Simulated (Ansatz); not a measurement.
# Memory against size: LiCN (Pnma) (72 atoms) repeated, support functions

The cell holds 72 atoms: 24 Li, 24 C and 24 N. Its edges and angles: a = 8.730 Å, b = 11.190 Å, c = 13.040 Å, α = 90.0°, β = 90.0°, γ = 90.0°. It derives from LiCN (Pnma), repeated 1×3×2. LiCN, space group Pnma, structure from the Crystallography Open Database, 1 x 3 x 2 conventional cells; every coordinate displaced by a Gaussian of 0.06 Å.

Calculated with Ansatz 0.2.0: Kohn-Sham DFT, PBE, PAW (set soft_2), localised support functions (medium); the typed cell is repeated and solved at Γ on 1 × NVIDIA GB200 with 32 threads of Arm Neoverse V2, shared host.

```
atoms  memory planned on the GPU (GiB)  repeats  SCF cycles
   72                              2.9    1×1×1          15
  144                              4.8    2×1×1          15
  864                             20.6    3×2×2          16
 2592                             56.8    4×3×3          17
 6912                                ?        ?           ?
```

**Question.** Fit a power law of the atom count to the rows given and extrapolate to the withheld row.

Worked fit:

A power law y = A x^b is a line in u = ln x and v = ln y.

```
u = ln x  v = ln y
 4.27667   1.06471
 4.96981   1.56862
 6.76157   3.02529
 7.86019   4.03954
```

With n = 4: mean u = 5.96706, mean v = 2.42454, Σ(u − ū)² = 8.0671, Σ(u − ū)(v − v̄) = 6.6869. Slope b = 6.6869 / 8.0671 = 0.82891; intercept a = v̄ − b ū = -2.5216.

At the withheld row u = 8.841, v = a + b u = 4.807, and y = exp(v).

Prediction at 6912: 122.3 GiB. The run gave 135.5 GiB, so the fit is low by 13 GiB (9.7 % of the value).

The fitted exponent is 0.83. Between neighbouring rows, the withheld one included, the exponents are 0.73, 0.81, 0.92 and 0.89. Among the rows given, the largest relative miss of the fit is at 864, by 1.2 GiB (6.0 %).

Limits: One run a row. Whether the card's size bounds the plan at the largest cells wasn't tested.

[Logs are printed without paths, hosts, clocks, repeated set-up lines and the standing remarks that a program may print on its own settings, such as how far it seeks lower states.]

[Hosts, paths, dates, database ids (printed as entryN), source tags and the programs' standing remarks are cut or masked in the printed files.]
